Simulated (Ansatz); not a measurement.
# Dielectric response of KBr (001) films, part 5 of 5

Aim: the electronic and static ε of rocksalt KBr (001) from films of three thicknesses in a field.

Ansatz 0.2.0; plane-wave DFT, PBE, Ansatz PAW (the session's first sound run).

So far. Step 25 (Field on, atoms free, 16 atoms, units 8, field -0.05 …): The dipole is -0.142 e·Å, and the gap on the mesh 4.258 eV. Step 26 (Response with the atoms relaxed, 16 atoms, units 8): The induced dipole is that of a conductor 23.55 Å thick.

## 29. The bulk crystal

This step: plane-wave DFT, PBE, Ansatz PAW (Ansatz 0.2.0).

System of this step: rocksalt KBr. It takes space group Fm-3m (No. 225, cubic). Conventional cell: a = 6.600 Å, b = 6.600 Å, c = 6.600 Å, α = 90.00°, β = 90.00°, γ = 90.00°. Nearest to K lie 6 Br at 3.30 Å. Nearest to Br lie 6 K at 3.30 Å. Farther neighbours and most contacts between anions are not listed.

Band edges are better read in the bulk than in a thin slab, where confinement and surface states shift them. The bulk run gives them against its mean potential.

input.yaml

```yaml
crystal:
  lattice:
    - [0.0, 3.3, 3.3]
    - [3.3, 0.0, 3.3]
    - [3.3, 3.3, 0.0]
  atoms:
    - { symbol: K, position: [0.0, 0.0, 0.0] }
    - { symbol: Br, position: [0.5, 0.5, 0.5] }
kpoints:
  mp_grid: { grid: [8, 8, 8] }
  band_path: { path: [VBM, CBM], npoints: 1 }
hamiltonian:
  xc: pbe
scf:
  occupations: { method: fixed }
  convergence: { dr2_threshold: 1.0e-09 }
output:
  eigenvalues: true
checkpoint:
  write: bulk.run
  compress: false
  write_wavefunctions: false
```

Command:

```bash
$ ansatz run input.yaml --threads 4 --pin off --max-ram 8192MiB --backend cpu --events-out ev --progress --plain --runs-dir out
```

Numbers of over 12 decimals in the logs are rounded to 6 here.

The program printed:

```text
[...]
Crystal: 2 atoms, lattice volume = 71.874 Å³
Basis set: ecut = 420 eV, 1411 PW (Γ)
Bands: 12, of which v1, the nominal top of the filled ones, is band 8 counted from 1 (7 counted from 0)
Symmetry: 48 space group operations
[...]
k-points: 29 of 512
[...]
SCF iter   1: F=—  HF=-4324.496711 eV  |F-HF|=—  |Δ(HF+E_count)|=         —  Δρ=1.63e-4  dr2=1.56e-5  ethr=1.77e-3  ⟨swp⟩=5.5  Hψ=1924  notcnv=0  defer=52
[...]
SCF iter   8: F=-4324.496612 eV  HF=-4324.496612 eV  |F-HF|=7.64e-11  |Δ(HF+E_count)|=  9.22e-10  Δρ=3.00e-7  dr2=9.63e-11  ethr=6.25e-12  ⟨swp⟩=6.0  Hψ=1538  notcnv=0
SCF 1 converged in 8 iterations: F = -4324.496612 eV  dr2 = 9.63e-11
[...]
SCF converged after 8 iterations
Free energy (F): -4324.496612 eV
[...]
Internal energy: -4324.496612 eV  (E = F + TS)
E sigma→0 (E₀):  -4324.496612 eV
Fermi energy:    1.069171 eV
[...]
--- Band table (eV; the first three rows and the last of 29) ---
  k-point 0: bands = [... 4 lower, -10.1842, 1.0692, 1.0692, 1.0692, 5.5046, 8.6735, 8.6735, 8.6735]
  k-point 1: bands = [... 4 lower, -10.1433, 0.8461, 1.0168, 1.0168, 5.8966, 8.5717, 8.8579, 8.8579]
  k-point 2: bands = [... 4 lower, -10.0522, 0.3984, 0.8956, 0.8956, 6.7566, 8.5563, 9.3722, 9.3722]
  k-point 28: bands = [... 4 lower, -10.0883, 0.4827, 0.4827, 0.5324, 8.4555, 8.4555, 9.3298, 10.0632]
```

Run time: 0.69 s. Hardware: 4 threads of Arm Neoverse V2, shared host; peak memory 0.3 GiB.

This step gave:

| Quantity | Value |
| --- | --- |
| gap on the k-mesh | 4.435 eV |
| gap along the path | 4.435 eV |
| smallest direct gap along the path | 4.435 eV |
| gap, the smaller of path and mesh | 4.435 eV |

The gap is 4.44 eV.

## 30. Band edges against the vacuum, levels PBE

This step: plane-wave DFT, PBE, Ansatz PAW; band edges against the vacuum, bulk levels by PBE (Ansatz 0.2.0).

System of this step: KBr (001), 8 units. The cell holds 16 atoms: 8 K and 8 Br. Its edges and angles: a = 4.667 Å, b = 4.667 Å, c = 41.100 Å, α = 90.0°, β = 90.0°, γ = 90.0°. It derives from KBr (rocksalt KBr). Vacuum lies along c.

The averaged potential in the middle of the thickest slab ties the bulk's levels to the vacuum level.

align.yaml

```yaml
surface:
  bulk: { run: bulk.run }
  slab: { run: end8.run, axis: 3 }
  face: plus
  period: 3.3
```

Command:

```bash
$ ansatz align-bands align.yaml -- --threads 4 --pin off
```

The program printed:

```text
plus face
ionisation energy 5.936 eV
electron affinity 1.501 eV
  bulk: levels by pbe on the potential of pbe; from 18.90 to 22.20 Å its average varies by 0.2713 eV and climbs by -0.0000; the bulk's density to 2.15 % (its layers are strained against the bulk's: take a thicker slab or side, or run the bulk at their strain)
  vacuum: slopes by 0.0000 eV/Å; line-up 5.1514 eV
  the slab's own level stands -0.078 eV from the bulk's
  of the slab's run: its band edges are its mesh's, and a band can turn off it. A run with kpoints.band_path: { path: [VBM, CBM], npoints: 1 } finds the zone's; about 20.550 Å the layers repeat after 3.3708 Å and not after the period of 3.3000 Å: give that distance, and run the bulk at this side's strain, or take a thicker slab or side; the potential's macroscopic average varies by 0.2713 eV from 18.900 to 22.200 Å, more than 0.03 eV: the crystal is too thin there to have an interior, or the window reaches out of it, or the period is not the layers'
```

Run time: 0.05 s. Hardware: 4 threads.

Numbers from this step:

| Item | Value |
| --- | --- |
| ionisation energy | 5.936 eV |
| electron affinity | 1.501 eV |
| slab level shift | -0.07762 eV |

Check by hand: ionisation energy less affinity, 5.94 − (1.50) = 4.44 eV, is the bulk gap at this level.

The program warns that the averaged potential varies by 0.27 eV in the slab's middle, which these edges carry as an error.

## 31. The bulk with HSE06, k-mesh 6×6×6

This step: plane-wave DFT, HSE06, Ansatz PAW (Ansatz 0.2.0).

System of this step: rocksalt KBr. The structure is cubic, space group Fm-3m (No. 225). Conventional cell: a = 6.600 Å, b = 6.600 Å, c = 6.600 Å, α = 90.00°, β = 90.00°, γ = 90.00°. K has 6 Br at 3.30 Å nearest. Nearest to Br lie 6 K at 3.30 Å. Farther neighbours and most contacts between anions are not listed.

A hybrid functional removes part of the gap error, and is affordable in the small bulk cell.

input.yaml, the sections that differ from step 29:

```yaml
kpoints:
  mp_grid: { grid: [6, 6, 6] }
hamiltonian:
  xc: hse06
scf:
  occupations: { method: fixed }
  convergence: { dr2_threshold: 1.0e-08 }
checkpoint:
  write: bulk-hse.run
  compress: false
  write_wavefunctions: false
# crystal, output: as in step 29
```

Command:

```bash
$ ansatz run input.yaml --threads 4 --pin off --max-ram 8192MiB --backend cpu --events-out ev --progress --plain --runs-dir out
```

The program printed:

```text
[...]
davidson cushion auto → on  (no smearing: the cushion is to keep the highest requested band from converging to the state above it; pin scf.eigensolver.cushion to override)
Crystal: 2 atoms, lattice volume = 71.874 Å³
Basis set: ecut = 420 eV, 1411 PW (Γ)
Bands: 12, of which v1, the nominal top of the filled ones, is band 8 counted from 1 (7 counted from 0)
Symmetry: 48 space group operations
[...]
k-points: 16 of 216
[...]
SCF iter   1: F=—  HF=-4324.492499 eV  |F-HF|=—  |Δ(HF+E_count)|=         —  Δρ=1.27e-3  dr2=1.77e-3  ethr=1.77e-3  ⟨swp⟩=2.6  Hψ=1574  notcnv=0
[...]
SCF iter   2: F=-4324.491872 eV  HF=-4324.491871 eV  |F-HF|=1.26e-6  |Δ(HF+E_count)|=   6.29e-4  Δρ=1.67e-4  dr2=2.12e-5  ethr=1.36e-7  ⟨swp⟩=4.4  Hψ=1202  notcnv=0  defer=3
SCF 1 stopped early in 2 iterations: F = -4324.491872 eV  dr2 = 2.12e-5
[...]
Exchange kernel: α = 0.2500, screened, ω = 0.2079 Å⁻¹, Wigner–Seitz truncation, v(0) = 1046.9101 eV·Å³, q-mesh 6×6×6, nearest image of the exchange supercell L = 28.00 Å, pair-density grid 18×18×18, without the augmentation charges, whose exchange is taken in its separable form by FFT convolution over the k-point mesh (sized by the pseudopotential files, 27×27×27 at the most), smooth part of the exact exchange by density-matrix convolution
Frozen-core exchange: fock
SCF iter   1: F=—  HF=-4327.403770 eV  |F-HF|=—  |Δ(HF+E_count)|=         —  Δρ=2.81e-3  dr2=4.84e-3  ethr=1.32e-6  ⟨swp⟩=9.3  Hψ=1182  notcnv=0
[...]
SCF iter   5: F=-4327.403791 eV  HF=-4327.403791 eV  |F-HF|=3.01e-7  |Δ(HF+E_count)|=   1.70e-5  Δρ=2.13e-5  dr2=6.78e-7  ethr=4.93e-9  ⟨swp⟩=5.4  Hψ=763  notcnv=0  defer=18
SCF 2 stopped early in 5 iterations: F = -4327.403791 eV  dr2 = 6.78e-7
[...]
hybrid outer 1: dexx = +2.256e-3 eV, tail = 9.86e-6 eV
[...]
Frozen-core exchange: fock
SCF iter   1: F=—  HF=-4327.404054 eV  |F-HF|=—  |Δ(HF+E_count)|=         —  Δρ=3.28e-5  dr2=2.33e-7  ethr=3.08e-7  ⟨swp⟩=3.4  Hψ=591  notcnv=0
[...]
SCF iter   3: F=-4327.404054 eV  HF=-4327.404054 eV  |F-HF|=1.97e-9  |Δ(HF+E_count)|=   4.29e-9  Δρ=1.89e-6  dr2=4.62e-9  ethr=1.54e-11  ⟨swp⟩=2.9  Hψ=1005  notcnv=0  defer=1
SCF 3 converged in 3 iterations: F = -4327.404054 eV  dr2 = 4.62e-9
hybrid outer 2: dexx = +1.379e-7 eV, tail = 1.39e-8 eV, Δε = 1.53e-3 eV (about 5.35e-5 eV left of the loop's levels)
[...]
hybrid SCF converged: 2 outer / 8 inner (+2 warm-up), last move |dexx| = 1.38e-7 eV, tail = 1.39e-8 eV
[...]
Free energy (F): -4327.404055 eV
Frozen-core exchange: fock
[...]
Internal energy: -4327.404055 eV  (E = F + TS)
E sigma→0 (E₀):  -4327.404055 eV
Fermi energy:    0.208875 eV
[...]
--- Band table (eV; the first three rows and the last of 16) ---
  k-point 0: bands = [... 4 lower, -11.8584, 0.2089, 0.2089, 0.2089, 5.8111, 9.1717, 9.1717, 9.1717]
  k-point 1: bands = [... 4 lower, -11.7878, -0.1612, 0.1176, 0.1176, 6.4755, 8.9801, 9.5167, 9.5167]
  k-point 2: bands = [... 4 lower, -11.6579, -0.7658, -0.0550, -0.0550, 7.5897, 9.2291, 10.4332, 10.4332]
  k-point 15: bands = [... 4 lower, -11.7909, -0.5433, -0.2911, -0.2672, 8.0283, 9.4463, 9.7980, 11.0000]
```

Elapsed: 6.4 s, on 4 threads; peak memory 1.6 GiB; 22 s of CPU time.

This step gave:

```yaml
gap_on_the_k_mesh: 5.602 eV
```

The gap is 5.60 eV.

## 32. Band edges against the vacuum, levels HSE06

This step: plane-wave DFT, PBE, Ansatz PAW; band edges against the vacuum, bulk levels by HSE06 (Ansatz 0.2.0).

System of this step: KBr (001), 8 units. The cell holds 16 atoms: 8 K and 8 Br. Its edges and angles: a = 4.667 Å, b = 4.667 Å, c = 41.100 Å, α = 90.0°, β = 90.0°, γ = 90.0°. It derives from KBr (rocksalt KBr). Vacuum lies along c.

The same line-up with the hybrid's levels.

align.yaml

```yaml
surface:
  bulk: { run: bulk.run, levels_from: { run: bulk-hse.run } }
  slab: { run: end8.run, axis: 3 }
  face: plus
  period: 3.3
```

Command:

```bash
$ ansatz align-bands align.yaml -- --threads 4 --pin off
```

The program printed:

```text
plus face
ionisation energy 6.797 eV
electron affinity 1.195 eV
  bulk: levels by hse06 on the potential of pbe; from 18.90 to 22.20 Å its average varies by 0.2713 eV and climbs by -0.0000; the bulk's density to 2.15 % (its layers are strained against the bulk's: take a thicker slab or side, or run the bulk at their strain)
  vacuum: slopes by 0.0000 eV/Å; line-up 5.1514 eV
  of the bulk's run: of the levels' run: its band edges are its mesh's, and a band can turn off it. A run with kpoints.band_path: { path: [VBM, CBM], npoints: 1 } finds the zone's; its band edges are of a coarser mesh than the slab's or the interface's, whose density can shift them: a run under levels_from is taken as it is
[...]
```

Wall time 0.06 s (4 threads).

This step gave:

```
ionisation energy : 6.797 eV
electron affinity : 1.195 eV
```

Check by hand: ionisation energy less affinity, 6.80 − (1.19) = 5.60 eV, is the bulk gap at this level.

The program warns that the averaged potential varies by 0.27 eV in the slab's middle, which these edges carry as an error.

## 33. Varying the input

This step: plane-wave DFT, PBE, Ansatz PAW (Ansatz 0.2.0).

System of this step: KBr (001), 3 units. The cell holds 6 atoms: 3 K and 3 Br. Its edges and angles: a = 4.667 Å, b = 4.667 Å, c = 24.600 Å, α = 90.0°, β = 90.0°, γ = 90.0°. It derives from KBr (rocksalt KBr). Vacuum lies along c.

An input spoilt on purpose, to show how the run answers: it repeats the earlier run at 0.05 V/Å, 3 units with efield.ramp_width from 0.06 to 0.9, and scf.max_iter set to 75.

input.yaml

```yaml
crystal:
  lattice:
    - [4.66690476, 0.0, 0.0]
    - [0.0, 4.66690476, 0.0]
    - [0.0, 0.0, 24.6]
  atoms:
    - { symbol: K, position: [0.5, 0.5, 0.3651266335] }
    - { symbol: Br, position: [0.0, 0.0, 0.362432242] }
    - { symbol: K, position: [0.0, 0.0, 0.5000000017] }
    - { symbol: Br, position: [0.5, 0.5, 0.4999999988] }
    - { symbol: K, position: [0.5, 0.5, 0.6348733692] }
    - { symbol: Br, position: [0.0, 0.0, 0.6375677547] }
kpoints:
  mp_grid: { grid: [6, 6, 1] }
hamiltonian:
  xc: pbe
scf:
  occupations: { method: fixed }
  convergence: { dr2_threshold: 1.0e-10 }
  max_iter: 75
efield:
  axis: 3
  dipole_correction: true
  ramp_position: 0.97
  ramp_width: 0.9
  amplitude: 0.05
output:
  write_potential: true
  write_density: true
  volumetric_format: npy
```

Command:

```bash
$ ansatz run input.yaml --threads 4 --pin off --max-ram 8192MiB --backend cpu --events-out ev --progress --plain --runs-dir out
```

The program printed:

```text
Engine: ansatz 0.2.0, aarch64-unknown-linux-gnu
Pseudopotentials: kind: paw
Pseudopotential: K, paw, valence charge 9, recommended cutoff 420 eV (normal), K.paw.azcp
Pseudopotential: Br, paw, valence charge 7, recommended cutoff 420 eV (normal), Br.paw.azcp
Functional definition: PBE
  parameter kappa = 0.804
  parameter beta = 0.066725
  exchange = pbe_x(kappa = kappa, mu = beta*pi^2/3)
  correlation = pbe_c(beta = beta)
Crystal: 6 atoms, lattice volume = 535.788 Å³
Basis set: ecut = 420 eV, 10419 PW (Γ)
Bands: 30, of which v1, the nominal top of the filled ones, is band 24 counted from 1 (23 counted from 0)
Symmetry: 8 space group operations
k-points: 10 of 36
Non-local potential: K, projectors of the file, l = 0: 3, l = 1: 2, l = 2: 2
Non-local potential: Br, projectors of the file, l = 0: 2, l = 1: 2, l = 2: 2
PAW form: soft (Blöchl's): semilocal exchange-correlation on the pseudo side does not see the compensation charge
PAW one-centre angular grid: K, 110 points (default); XC on 64 Gauss nodes
PAW one-centre angular grid: Br, 110 points (default); XC on 64 Gauss nodes
Initial density: superposition of atomic densities (neutral atoms: chi_scale 0, normalization atom, screened)
Initial wavefunctions: pseudopotential atomic-orbital guess
Functional: x = pbe(κ = 0.804, μ = 0.219515), c = pbe(β = 0.066725)
Error: efield: ion 0 (K) at fractional coordinate 0.3651 along the field axis lies inside the sawtooth ramp with 2 of the planes that the density is read on at each end, [0.9589, 0.8811] — the ramp must sit in vacuum (an ion there feels the fictitious reversed slope); set or move the ramp (efield.ramp_position / ramp_width) or move the geometry
```

Elapsed: 0.13 s, on 4 threads; peak memory 0.37 GiB.

The program refused the input before any cycle.

The program's message: “Error: efield: ion 0 (K) at fractional coordinate 0.3651 along the field axis lies inside the sawtooth ramp with 2 of the planes that the density is read on at each end, [0.9589, 0.8811] — the ramp mu …”

The fault put into the input: a ramp so wide that it reaches the atoms.

## 34. Varying the input

This step: plane-wave DFT, PBE, Ansatz PAW, but for the change named below (Ansatz 0.2.0).

Another changed input: it repeats the earlier run at 0.05 V/Å, 3 units with hamiltonian.xc from pbe to rpbe, hamiltonian.pseudopotentials to kind: nc and kpoints.mp_grid.grid from [6, 6, 1] to [9, 9, 1].

Changes to input.yaml since step 33:

```diff
@@ -13,5 +13,6 @@
 kpoints:
-  mp_grid: { grid: [6, 6, 1] }
+  mp_grid: { grid: [9, 9, 1] }
 hamiltonian:
-  xc: pbe
+  xc: rpbe
+  pseudopotentials: { kind: nc }
 scf:
@@ -19,3 +20,2 @@
   convergence: { dr2_threshold: 1.0e-10 }
-  max_iter: 75
 efield:
@@ -24,3 +24,3 @@
   ramp_position: 0.97
-  ramp_width: 0.9
+  ramp_width: 0.06
   amplitude: 0.05
```

The program printed:

```text
[...]
Crystal: 6 atoms, lattice volume = 535.788 Å³
Basis set: ecut = 850 eV, 30141 PW (Γ)
Bands: 30, of which v1, the nominal top of the filled ones, is band 24 counted from 1 (23 counted from 0)
Symmetry: 8 space group operations
k-points: 15 of 81
[...]
SCF iter   1: F=—  HF=-3921.674133 eV  |F-HF|=—  |Δ(HF+E_count)|=         —  Δρ=1.37e-2  dr2=3.12e0  ethr=3.10e-3  p=0.059 e·Å  D=1.99e-2 V/Å  ΔV_dip=-0.49 eV  dr2_dipole=4.38e-4  V_vac-E_F(+/−)=9.13/8.49 eV  ⟨swp⟩=6.7  Hψ=1976  notcnv=0  defer=55
[...]
SCF iter  11: F=-3920.724795 eV  HF=-3920.724795 eV  |F-HF|=3.09e-11  |Δ(HF+E_count)|=   1.85e-9  Δρ=7.53e-8  dr2=2.23e-11  ethr=1.00e-12  p=0.037 e·Å  D=1.27e-2 V/Å  ΔV_dip=-0.31 eV  dr2_dipole=6.61e-14  V_vac-E_F(+/−)=6.25/5.44 eV  ⟨swp⟩=19.1  Hψ=3217  notcnv=0
SCF 1 converged in 11 iterations: F = -3920.724795 eV  dr2 = 2.23e-11
[...]
SCF converged after 11 iterations
[...]
Free energy (F): -3920.724795 eV
[...]
Internal energy: -3920.724795 eV  (E = F + TS)
E sigma→0 (E₀):  -3920.724795 eV
Fermi energy:    -2.956601 eV
Dipole field:    D = 0.012661 V/Å  (p = 0.037487 e·Å, saw-weighted, corrected)
Work function:   not extracted (applied field tilts the vacuum); planar V_es + V_field profile in the machine report
[...]
--- Band table (eV; the first three rows and the last of 15) ---
  k-point 0: bands = [... 20 lower, -3.0887, -3.0887, -2.9566, -2.9566, 1.4596, 1.8511, 2.6443, 3.1684, ... 2 higher]
  k-point 1: bands = [... 20 lower, -3.1111, -3.1000, -3.0440, -2.9793, 1.6056, 1.9666, 2.7554, 3.2601, ... 2 higher]
  k-point 2: bands = [... 20 lower, -3.2273, -3.1676, -3.0978, -3.0357, 1.9678, 2.2755, 3.0608, 3.4925, ... 2 higher]
  k-point 14: bands = [... 20 lower, -3.3477, -3.3182, -3.2200, -3.0601, 3.3719, 3.3849, 3.8358, 4.1825, ... 2 higher]
```

Elapsed: 21 s, on 4 threads; peak memory 1.7 GiB; 83 s of CPU time.

This step gave:

```yaml
gap_on_the_k_mesh: 4.416 eV
dipole_along_the_normal: 0.03749 e·Å
```

| quantity | this run | earlier run | difference |
| --- | --- | --- | --- |
| dipole along the normal (e·Å) | 0.03749 | 0.03786 | -3.7e-4 |
| gap on the k-mesh (eV) | 4.416 | 4.326 | 0.090 |

What moves beyond 0.01 in its unit (for the dipole 0.5 % and 5e-5 e·Å): gap on the k-mesh (+0.0903 eV) and dipole along the normal (-0.000374 e·Å).

## 35. What came out

```json
{
  "electronic ε from the thickness series": "2.52",
  "static ε from the thickness series": "5.98",
  "local electronic ε, middle of 8 units": "2.52",
  "ionisation energy, levels by PBE": "5.94 eV",
  "electron affinity, levels by PBE": "1.50 eV",
  "ionisation energy, levels by HSE06": "6.80 eV",
  "electron affinity, levels by HSE06": "1.19 eV"
}
```

What this shows: The films give an electronic ε of 2.52 and a static ε of 5.98. The slope of the series and the field inside the thickest film give 2.52 and 2.52, in agreement. Ions raise ε from 2.52 to 5.98. HSE06 levels deepen the valence edge by 0.86 eV on the same PBE surface dipole. The alignment warns that the averaged potential still varies by 0.27 eV in the slab's middle, which the band edges carry as an error. The in-plane lattice constants are held at typed bulk values. Semilocal functionals tend to overestimate the electronic ε a little.

[Logs are printed without paths, hosts, clocks, repeated set-up lines and the standing remarks that a program may print on its own settings, such as how far it seeks lower states.]

[Hosts, paths, dates, database ids (printed as entryN), source tags and the programs' standing remarks are cut or masked in the printed files.]

[Maps of the electrostatic potential energy from Ansatz leave out the sawtooth potential of an applied field or a dipole correction, so their vacuum need not be flat; planar profiles and work functions include it.]
